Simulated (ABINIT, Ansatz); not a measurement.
# Er (P6_3/mmc): phonons by linear response, part 3 of 4

Aim: the phonon dispersion of Er (P6_3/mmc), checked by a second program.

ABINIT 10.8.3; DFT PBEsol, scalar-relativistic, plane waves, PseudoDojo norm-conserving, 4f in core pseudopotentials (the lanthanide files made for PBE).

So far. Step 4 (Ground state): The cell stands at -1.2 GPa: the relaxation ran with a smoothed and higher cutoff, and the difference is a stress of the finite basis. Step 5 (Zone-centre response): The acoustic modes at Γ come out as far as 5.0 cm⁻¹ from zero, where they should vanish, a small numerical error. The relaxed cell has a = 3.502, c = 5.467 Å (conventional setting).

**7. Dispersion**

anaddb transforms the dynamical matrices to force constants and back along the path; points of the mesh come back as solved, but for the sum rule and, in polar crystals, the LO-TO term at Γ; the rest is interpolation.

anaddb.abi reads:

```
ddb_filepath "all_DDB"
output_file "anaddb.abo"
outdata_prefix "anaddb"
ifcflag 1
ngqpt 3 3 2
nqshft 1
q1shft 0.0 0.0 0.0
asr 1
chneut 0
dipdip 0
dipquad 0
quadquad 0
enunit 0
eivec 0
nph1l 93
qph1l 
    0.0 0.0 0.0 1.0
    0.05 0.0 0.0 1.0
    0.1 0.0 0.0 1.0
    0.15 0.0 0.0 1.0
    0.2 0.0 0.0 1.0
    0.25 0.0 0.0 1.0
    0.3 0.0 0.0 1.0
    0.35 0.0 0.0 1.0
    0.4 0.0 0.0 1.0
    0.45 0.0 0.0 1.0
    0.5 0.0 0.0 1.0
    0.48333333 0.03333333 0.0 1.0
    0.46666667 0.06666667 0.0 1.0
    0.45 0.1 0.0 1.0
    0.43333333 0.13333333 0.0 1.0
    0.41666667 0.16666667 0.0 1.0
    0.4 0.2 0.0 1.0
    0.38333333 0.23333333 0.0 1.0
    0.36666667 0.26666667 0.0 1.0
    0.35 0.3 0.0 1.0
    0.33333333 0.33333333 0.0 1.0
    0.3 0.3 0.0 1.0
    0.26666667 0.26666667 0.0 1.0
    0.23333333 0.23333333 0.0 1.0
    0.2 0.2 0.0 1.0
    0.16666667 0.16666667 0.0 1.0
    0.13333333 0.13333333 0.0 1.0
    0.1 0.1 0.0 1.0
    0.06666667 0.06666667 0.0 1.0
    0.03333333 0.03333333 0.0 1.0
    0.0 0.0 0.0 1.0
    0.0 0.0 0.05 1.0
    0.0 0.0 0.1 1.0
    0.0 0.0 0.15 1.0
    0.0 0.0 0.2 1.0
    0.0 0.0 0.25 1.0
    0.0 0.0 0.3 1.0
    0.0 0.0 0.35 1.0
    0.0 0.0 0.4 1.0
    0.0 0.0 0.45 1.0
    0.0 0.0 0.5 1.0
    0.05 0.0 0.5 1.0
    0.1 0.0 0.5 1.0
    0.15 0.0 0.5 1.0
    0.2 0.0 0.5 1.0
    0.25 0.0 0.5 1.0
    0.3 0.0 0.5 1.0
    0.35 0.0 0.5 1.0
    0.4 0.0 0.5 1.0
    0.45 0.0 0.5 1.0
    0.5 0.0 0.5 1.0
    0.48333333 0.03333333 0.5 1.0
    0.46666667 0.06666667 0.5 1.0
    0.45 0.1 0.5 1.0
    0.43333333 0.13333333 0.5 1.0
    0.41666667 0.16666667 0.5 1.0
    0.4 0.2 0.5 1.0
    0.38333333 0.23333333 0.5 1.0
    0.36666667 0.26666667 0.5 1.0
    0.35 0.3 0.5 1.0
    0.33333333 0.33333333 0.5 1.0
    0.3 0.3 0.5 1.0
    0.26666667 0.26666667 0.5 1.0
    0.23333333 0.23333333 0.5 1.0
    0.2 0.2 0.5 1.0
    0.16666667 0.16666667 0.5 1.0
    0.13333333 0.13333333 0.5 1.0
    0.1 0.1 0.5 1.0
    0.06666667 0.06666667 0.5 1.0
    0.03333333 0.03333333 0.5 1.0
    0.0 0.0 0.5 1.0
    0.5 0.0 0.5 1.0
    0.5 0.0 0.45 1.0
    0.5 0.0 0.4 1.0
    0.5 0.0 0.35 1.0
    0.5 0.0 0.3 1.0
    0.5 0.0 0.25 1.0
    0.5 0.0 0.2 1.0
    0.5 0.0 0.15 1.0
    0.5 0.0 0.1 1.0
    0.5 0.0 0.05 1.0
    0.5 0.0 0.0 1.0
    0.33333333 0.33333333 0.5 1.0
    0.33333333 0.33333333 0.45 1.0
    0.33333333 0.33333333 0.4 1.0
    0.33333333 0.33333333 0.35 1.0
    0.33333333 0.33333333 0.3 1.0
    0.33333333 0.33333333 0.25 1.0
    0.33333333 0.33333333 0.2 1.0
    0.33333333 0.33333333 0.15 1.0
    0.33333333 0.33333333 0.1 1.0
    0.33333333 0.33333333 0.05 1.0
    0.33333333 0.33333333 0.0 1.0
```

mrgddb.in reads:

```
all_DDB
merged
6
dfpt_gammao_DDB
dfpt_qo_DS1_DDB
dfpt_qo_DS2_DDB
dfpt_qo_DS3_DDB
dfpt_qo_DS4_DDB
dfpt_qo_DS5_DDB
```

Started as:

```bash
mrgddb < mrgddb.in > mrgddb.log
OMP_NUM_THREADS=1 anaddb anaddb.abi > anaddb.log
```

anaddb.abo, the main output file:

```text
[banners, grids, parts of the stress and lines that vanish by symmetry left out]
-outvars_anaddb: echo values of input variables ----------------------

 Flags :
[...]
Phonon wavevector (reduced coordinates) :  0.00000  0.00000  0.00000
 Phonon energies in Hartree :
[...]
Phonon frequencies in cm-1    :
-  0.000000E+00  0.000000E+00  0.000000E+00  6.697689E+01  6.697689E+01
-  1.166802E+02
[...]
Phonon wavevector (reduced coordinates) :  0.05000  0.00000  0.00000
 Phonon energies in Hartree :
[...]
Phonon frequencies in cm-1    :
-  1.030548E+01  1.063047E+01  1.604825E+01  6.801463E+01  6.837391E+01
-  1.167242E+02
[...]
Phonon wavevector (reduced coordinates) :  0.10000  0.00000  0.00000
 Phonon energies in Hartree :
[...]
Phonon frequencies in cm-1    :
-  2.027199E+01  2.077279E+01  3.165262E+01  7.091305E+01  7.220462E+01
-  1.167875E+02
[...]
Phonon wavevector (reduced coordinates) :  0.15000  0.00000  0.00000
 Phonon energies in Hartree :
[...]
Phonon frequencies in cm-1    :
-  2.960227E+01  2.999846E+01  4.638909E+01  7.512675E+01  7.760189E+01
-  1.166921E+02
[...]
Phonon wavevector (reduced coordinates) :  0.20000  0.00000  0.00000
 Phonon energies in Hartree :
[...]
Phonon frequencies in cm-1    :
-  3.798761E+01  3.807374E+01  5.987351E+01  7.998760E+01  8.359824E+01
-  1.162208E+02
[...]
Phonon wavevector (reduced coordinates) :  0.25000  0.00000  0.00000
 Phonon energies in Hartree :
[...]
Phonon frequencies in cm-1    :
-  4.455756E+01  4.555283E+01  7.178008E+01  8.487839E+01  8.939656E+01
-  1.152049E+02
  Phonon wavevector (reduced coordinates) :  0.30000  0.00000  0.00000
 Phonon energies in Hartree :
[...]
Phonon frequencies in cm-1    :
-  4.966496E+01  5.197968E+01  8.185550E+01  8.931915E+01  9.444883E+01
-  1.136040E+02
  Phonon wavevector (reduced coordinates) :  0.35000  0.00000  0.00000
 Phonon energies in Hartree :
[...]
Phonon frequencies in cm-1    :
-  5.338281E+01  5.731536E+01  8.992707E+01  9.298525E+01  9.842689E+01
-  1.115631E+02
  Phonon wavevector (reduced coordinates) :  0.40000  0.00000  0.00000
 Phonon energies in Hartree :
[...]
Phonon frequencies in cm-1    :
-  5.585787E+01  6.145707E+01  9.568685E+01  9.590377E+01  1.011540E+02
-  1.094409E+02
  Phonon wavevector (reduced coordinates) :  0.45000  0.00000  0.00000
 Phonon energies in Hartree :
[...]
Phonon frequencies in cm-1    :
-  5.725600E+01  6.416673E+01  9.733100E+01  9.975359E+01  1.025479E+02
-  1.077801E+02
  Phonon wavevector (reduced coordinates) :  0.50000  0.00000  0.00000
 Phonon energies in Hartree :
[...]
Phonon frequencies in cm-1    :
-  5.770592E+01  6.512413E+01  9.788183E+01  1.012443E+02  1.028068E+02
-  1.071419E+02
  Phonon wavevector (reduced coordinates) :  0.48333  0.03333  0.00000
 Phonon energies in Hartree :
[...]
Phonon frequencies in cm-1    :
-  5.823918E+01  6.534185E+01  9.723711E+01  1.017173E+02  1.027190E+02
-  1.068632E+02
  Phonon wavevector (reduced coordinates) :  0.46667  0.06667  0.00000
 Phonon energies in Hartree :
[...]
Phonon frequencies in cm-1    :
-  5.978206E+01  6.599425E+01  9.583738E+01  1.024592E+02  1.026148E+02
-  1.060352E+02
  Phonon wavevector (reduced coordinates) :  0.45000  0.10000  0.00000
 Phonon energies in Hartree :
[...]
Phonon frequencies in cm-1    :
-  6.217857E+01  6.707828E+01  9.414898E+01  1.020386E+02  1.035074E+02
-  1.046814E+02
[...]
Phonon wavevector (reduced coordinates) :  0.10000  0.00000  0.50000
 Phonon energies in Hartree :
[...]
Phonon frequencies in cm-1    :
-  5.312233E+01  5.312233E+01  5.510261E+01  5.510261E+01  8.513575E+01
-  8.513575E+01
  Phonon wavevector (reduced coordinates) :  0.15000  0.00000  0.50000
 Phonon energies in Hartree :
[...]
Phonon frequencies in cm-1    :
-  5.728521E+01  5.728521E+01  6.012681E+01  6.012681E+01  8.684777E+01
-  8.684777E+01
  Phonon wavevector (reduced coordinates) :  0.20000  0.00000  0.50000
 Phonon energies in Hartree :
[...]
Phonon frequencies in cm-1    :
-  6.184937E+01  6.184937E+01  6.395942E+01  6.395942E+01  9.028875E+01
-  9.028875E+01
  Phonon wavevector (reduced coordinates) :  0.25000  0.00000  0.50000
 Phonon energies in Hartree :
[...]
Phonon frequencies in cm-1    :
-  6.594944E+01  6.594944E+01  6.619642E+01  6.619642E+01  9.526956E+01
-  9.526956E+01
  Phonon wavevector (reduced coordinates) :  0.30000  0.00000  0.50000
 Phonon energies in Hartree :
[...]
Phonon frequencies in cm-1    :
-  6.665447E+01  6.665447E+01  6.992916E+01  6.992916E+01  1.007195E+02
-  1.007195E+02
  Phonon wavevector (reduced coordinates) :  0.35000  0.00000  0.50000
 Phonon energies in Hartree :
[...]
Phonon frequencies in cm-1    :
-  6.676953E+01  6.676953E+01  7.284817E+01  7.284817E+01  1.056356E+02
-  1.056356E+02
[...]
Phonon wavevector (reduced coordinates) :  0.33333  0.33333  0.05000
 Phonon energies in Hartree :
[...]
Phonon frequencies in cm-1    :
-  7.963104E+01  7.963104E+01  8.793382E+01  8.793382E+01  9.782941E+01
-  1.063071E+02
  Phonon wavevector (reduced coordinates) :  0.33333  0.33333  0.00000
 Phonon energies in Hartree :
[...]
Phonon frequencies in cm-1    :
-  8.281454E+01  8.281454E+01  8.501246E+01  8.501246E+01  9.784055E+01
-  1.064187E+02
-
```

Run time: 0.52 s. Hardware: 1 thread of Arm Neoverse V1, shared host.

Read from the output:

```yaml
lowest_frequency_on_the_path: 0 cm⁻¹
```

Anaddb. The phonon branches at the labelled points (cm⁻¹):

| point | branch 1 | branch 2 | branch 3 | branch 4 | branch 5 | branch 6 |
| --- | --- | --- | --- | --- | --- | --- |
| Γ | 0 | 0 | 0 | 67 | 67 | 117 |
| halfway | 45 | 46 | 72 | 85 | 89 | 115 |
| M | 58 | 65 | 98 | 101 | 103 | 107 |
| halfway | 69 | 70 | 90 | 101 | 101 | 105 |
| K | 83 | 83 | 85 | 85 | 98 | 106 |
| halfway | 51 | 59 | 69 | 92 | 92 | 113 |
| Γ | 0 | 0 | 0 | 67 | 67 | 117 |
| halfway | 27 | 27 | 46 | 62 | 62 | 108 |
| A | 49 | 49 | 49 | 49 | 84 | 84 |
| halfway | 66 | 66 | 66 | 66 | 95 | 95 |
| L | 67 | 67 | 76 | 76 | 113 | 113 |
| halfway | 56 | 56 | 89 | 89 | 110 | 110 |
| H | 50 | 50 | 100 | 100 | 105 | 105 |
| halfway | 60 | 60 | 77 | 77 | 98 | 98 |
| A | 49 | 49 | 49 | 49 | 84 | 84 |
| jump to L | 67 | 67 | 76 | 76 | 113 | 113 |
| halfway | 61 | 63 | 87 | 92 | 107 | 112 |
| M | 58 | 65 | 98 | 101 | 103 | 107 |
| jump to H | 50 | 50 | 100 | 100 | 105 | 105 |
| halfway | 62 | 62 | 98 | 100 | 100 | 104 |
| K | 83 | 83 | 85 | 85 | 98 | 106 |

The phonon branches as a text plot (rows in cm⁻¹):

```
    114 |*****           *******          **             **
    110 |     ***               *        *  **           ****
    105 |       *********               *     *****        ******
    100 |     ***********        *     *       **  *        *****
     95 |    *** *                    *       *     *      *   *
     90 |    **   *** *  *        *          *   *   *    *     *
     85 |   *       ***   *        ***      *     *   *****
     80 |   **      * **   *               *             *      *
     75 |  *            *   *     *      **        *
     71 |**       **   * *  **         **           *          *
     66 |*      ***     *     **      *****          *   *  *
     61 |   *  *         **     **   *     *       **    ***
     56 |     ****               *  **      **   **  **     * *
     51 |    **          * *      ***         ***      **    *
     46 |  *              *     * *
     41 |                 *
     36 |   *              **    *
     32 | **               *
     27 |                   *   *
     22 | *                 *
     17 |*                   * *
     12 |*                   * *
      7 |
      2 |                     *
         Γ      M    K        Γ   A       L    H       A|L M|H  K
```

All branches are real along the path.

**8. Sums over the zone**

Sums over the zone need many more wavevectors than were solved, so the interpolation is sampled on a dense mesh.

anaddb.abi reads:

```
ddb_filepath "all_DDB"
output_file "anaddb.abo"
outdata_prefix "anaddb"
ifcflag 1
ngqpt 3 3 2
nqshft 1
q1shft 0.0 0.0 0.0
asr 1
chneut 0
dipdip 0
dipquad 0
quadquad 0
prtdos 2
ng2qpt 15 15 8
dosdeltae 4.5563e-06
ntemper 11
temperinc 100.0
tempermin 0.0
```

Started as:

```bash
OMP_NUM_THREADS=1 anaddb anaddb.abi > anaddb.log
```

anaddb.abo, the main output file:

```text
-outvars_anaddb: echo values of input variables ----------------------

 Flags :
     ifcflag         1
 Miscellaneous information :
         asr         1
      chneut         0
 Interatomic Force Constants Inputs :
      dipdip         0
     dipquad         0
    quadquad         0
      ifcana         0
      ifcout         0
 Description of grid 1 :
        brav         1
       ngqpt         3         3         2
      nqshft         1
      q1shft
                     0.00000000E+00  0.00000000E+00  0.00000000E+00
 Phonon DOS information :
   dosdeltae  4.55630000E-06
    dossmear  4.55633525E-06
 Description of grid 2 (Fourier interp. or BZ sampling):
      ng2qpt        15        15         8
      ngrids         4
      q2shft         0.00000000E+00  0.00000000E+00  0.00000000E+00

================================================================================

 read the DDB information and perform some checks

  ==== Info on the Cryst% object ====
 Real(R)+Recip(G) space primitive vectors, cartesian coordinates (Bohr,Bohr^-1):
 R(1)=  6.6180419  0.0000000  0.0000000  G(1)=  0.1511021  0.0872388  0.0000000
 R(2)= -3.3090210  5.7313924  0.0000000  G(2)=  0.0000000  0.1744777  0.0000000
 R(3)=  0.0000000  0.0000000 10.3319565  G(3)=  0.0000000  0.0000000  0.0967871
 Unit cell volume ucvol=  3.9189726E+02 bohr^3
 Angles (23,13,12)=  9.00000000E+01  9.00000000E+01  1.20000000E+02 degrees
 Time-reversal symmetry is present
 Reduced atomic positions [iatom, xred, symbol]:
    1)    0.3333333  0.6666667  0.2500000  Er
    2)    0.6666667  0.3333333  0.7500000  Er

 DDB file with 6 blocks has been read.

================================================================================

 Calculation of the interatomic forces

       Homogeneous q point set in the B.Z.
 Grid q points  :       18
  1)   0.00000000E+00  0.00000000E+00  0.00000000E+00
  2)   3.33333333E-01  0.00000000E+00  0.00000000E+00
  3)  -3.33333333E-01  0.00000000E+00  0.00000000E+00
  4)   0.00000000E+00  3.33333333E-01  0.00000000E+00
  5)   3.33333333E-01  3.33333333E-01  0.00000000E+00
  6)  -3.33333333E-01  3.33333333E-01  0.00000000E+00
  7)   0.00000000E+00 -3.33333333E-01  0.00000000E+00
  8)   3.33333333E-01 -3.33333333E-01  0.00000000E+00
  9)  -3.33333333E-01 -3.33333333E-01  0.00000000E+00
 10)   0.00000000E+00  0.00000000E+00  5.00000000E-01
 11)   3.33333333E-01  0.00000000E+00  5.00000000E-01
 12)  -3.33333333E-01  0.00000000E+00  5.00000000E-01
 13)   0.00000000E+00  3.33333333E-01  5.00000000E-01
 14)   3.33333333E-01  3.33333333E-01  5.00000000E-01
 15)  -3.33333333E-01  3.33333333E-01  5.00000000E-01
 16)   0.00000000E+00 -3.33333333E-01  5.00000000E-01
 17)   3.33333333E-01 -3.33333333E-01  5.00000000E-01
 18)  -3.33333333E-01 -3.33333333E-01  5.00000000E-01

 The interatomic forces have been obtained

================================================================================

 Calculation of phonon density of states

 Average speed of sound partial sums:     0.9468799510E-03 (at units)
-                                   =           2.0715 [km/s]

 Debye frequency from partial sums:     0.5043373932E-03 (Ha)
-                                 =     0.3318380636E+01 (THz)
-Debye temperature from partial sums:     0.1592571528E+03 (K)

 Average speed of sound:     0.1000558487E-02 (at units)
-                      =           2.1889 [km/s]

 Debye frequency from DOS:     0.5329282331E-03 (Ha)
-                        =     0.3506499326E+01 (THz)
-Debye temperature from DOS:     0.1682854260E+03 (K)

-
```

The job ended after 0.55 s (1 thread).

Read from the output:

```yaml
share_of_modes_beyond_3i_cm_minus1_on_the_dense_interpolated_mesh: 0
zero_point_energy_per_atom: 14.94 meV
heat_capacity_at_300_k: 24.62 J/(mol atoms K)
vibrational_entropy_at_300_k: 49.95 J/(mol atoms K)
```

The phonon density of states has structure finer than the step of the table below, so its rows give means over 5 cm⁻¹, whole bins alone (the curve runs from -30 to 147 cm⁻¹). Peaks (cm⁻¹: height): 58.0: 0.104, 85.0: 0.0999, 103.0: 0.0971, 109.0: 0.142.

Tetrahedra. Table of phonon density of states by wavenumber; means over each step:

| wavenumber (cm⁻¹) | phonon density of states (1/cm⁻¹/cell) |
| --- | --- |
| 0 | 3.0e-6 |
| 5 | 1.0e-4 |
| 10 | 3.8e-4 |
| 15 | 0.00118 |
| 20 | 0.00247 |
| 25 | 0.00435 |
| 30 | 0.00690 |
| 35 | 0.0103 |
| 40 | 0.0155 |
| 45 | 0.0240 |
| 50 | 0.0519 |
| 55 | 0.0972 |
| 60 | 0.0905 |
| 65 | 0.0831 |
| 70 | 0.0690 |
| 75 | 0.0693 |
| 80 | 0.0777 |
| 85 | 0.0922 |
| 90 | 0.0816 |
| 95 | 0.0888 |
| 100 | 0.0879 |
| 105 | 0.102 |
| 110 | 0.117 |
| 115 | 0.0227 |
| 120 | 0 |

Harmonic thermodynamic functions per atom, summed over the density of states scaled to three modes an atom; melting is ignored. Thermodynamic functions:

| T (K) | F_vib (meV/atom) | S (J/mol-atom/K) | C_V (J/mol-atom/K) |
| --- | --- | --- | --- |
| 0 | 14.94 | 0 | 0 |
| 50 | 13.21 | 10.18 | 16.23 |
| 100 | 4.17 | 23.81 | 22.21 |
| 200 | -29.77 | 40.04 | 24.22 |
| 300 | -76.74 | 49.95 | 24.62 |
| 400 | -132.4 | 57.06 | 24.76 |
| 500 | -194.5 | 62.59 | 24.82 |
| 600 | -261.8 | 67.12 | 24.86 |
| 700 | -333.4 | 70.95 | 24.88 |
| 800 | -408.7 | 74.28 | 24.9 |
| 900 | -487.2 | 77.21 | 24.91 |
| 1000 | -568.6 | 79.84 | 24.91 |

At 300 K the heat capacity has reached 99 % of the Dulong-Petit value.

(Continued in part 4 of 4.)

[Host names and launcher messages were left out of these logs when they were recorded.]

[Logs are printed without paths, hosts, clocks, repeated set-up lines and the standing remarks that a program may print on its own settings, such as how far it seeks lower states.]

[Hosts, paths, dates, database ids (printed as entryN), source tags and the programs' standing remarks are cut or masked in the printed files.]
